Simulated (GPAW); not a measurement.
BaTiO3 (Pm-3m): how ε∞ follows the gap

The empty bands of BaTiO3 (Pm-3m) are shifted up rigidly by Δ, and ε∞ is computed for each shift.

Symmetry: Pm-3m, No. 221, cubic system. Conventional cell: a = 4.006 Å, b = 4.006 Å, c = 4.006 Å, α = 90.00°, β = 90.00°, γ = 90.00°. Around Ba on site b lie 12 O at 2.83 Å. Ti on site a has 6 O at 2.00 Å as nearest neighbours. O on site d is surrounded by 2 Ti at 2.00 Å.

Method: GPAW 26.7.0, PBE, RPA, k-mesh 8×8×8, local fields up to 70 eV, Lorentzian half width 0.12 eV.

Launch of the response step: `OMP_NUM_THREADS=1 python df.py`. The series took 3.5 min in all, its band step included, on 1 thread of Arm Neoverse V2, on a shared host.

```
Δ (eV)     ε∞
  0.00      ?
  0.25  5.852
  0.50  5.654
  0.75  5.474
  1.00  5.311
  1.50  5.027
  2.00  4.783
  3.00  4.388
```

With one effective transition at E₀ and fixed dipole strength, ε∞ − 1 = A/(E₀ + Δ), so 1/(ε∞ − 1) is linear in Δ.

Working, on the rows shown:

| x = Δ (eV) | y = 1/(ε∞ − 1) |
| --- | --- |
| 0.25 | 0.206101 |
| 0.5 | 0.214869 |
| 0.75 | 0.223514 |
| 1 | 0.231965 |
| 1.5 | 0.248324 |
| 2 | 0.26434 |
| 3 | 0.295159 |

Means: x̄ = 1.2857, ȳ = 0.24061. Σ(x − x̄)(y − ȳ) = 0.1797, Σ(x − x̄)² = 5.554. Slope = 0.1797 / 5.554 = 0.03236; intercept = ȳ − slope · x̄ = 0.199. Turned back into ε∞, the line misses the rows shown by at most 0.023.

Fill in the last column of the withheld row.

At x = 0 the line gives y = 0.199, that is 6.025. The run gave 6.073, so the extrapolation is off by 0.048, 3 % of the range in the table.

Refitted with all rows, the slope is 0.03266 and the intercept 0.19843. These give E₀ = intercept/slope = 6.1 eV, far above the least direct gap of 1.91 eV: most of the screening comes from transitions well over the edge. Over the first step ε∞ falls by 15 % per eV. Excitons are left out; PBE gaps are as a rule too small. The values come from a sum over the points of one k-mesh and carry its error, which grows as the direct gap shrinks. This version of GPAW has incomplete matrix elements in the optical limit, which can lower ε − 1 by up to a tenth where first-row anions or d states rule. Spin-orbit coupling is left out.

[Logs are printed without paths, hosts, clocks, repeated set-up lines and the standing remarks that a program may print on its own settings, such as how far it seeks lower states.]
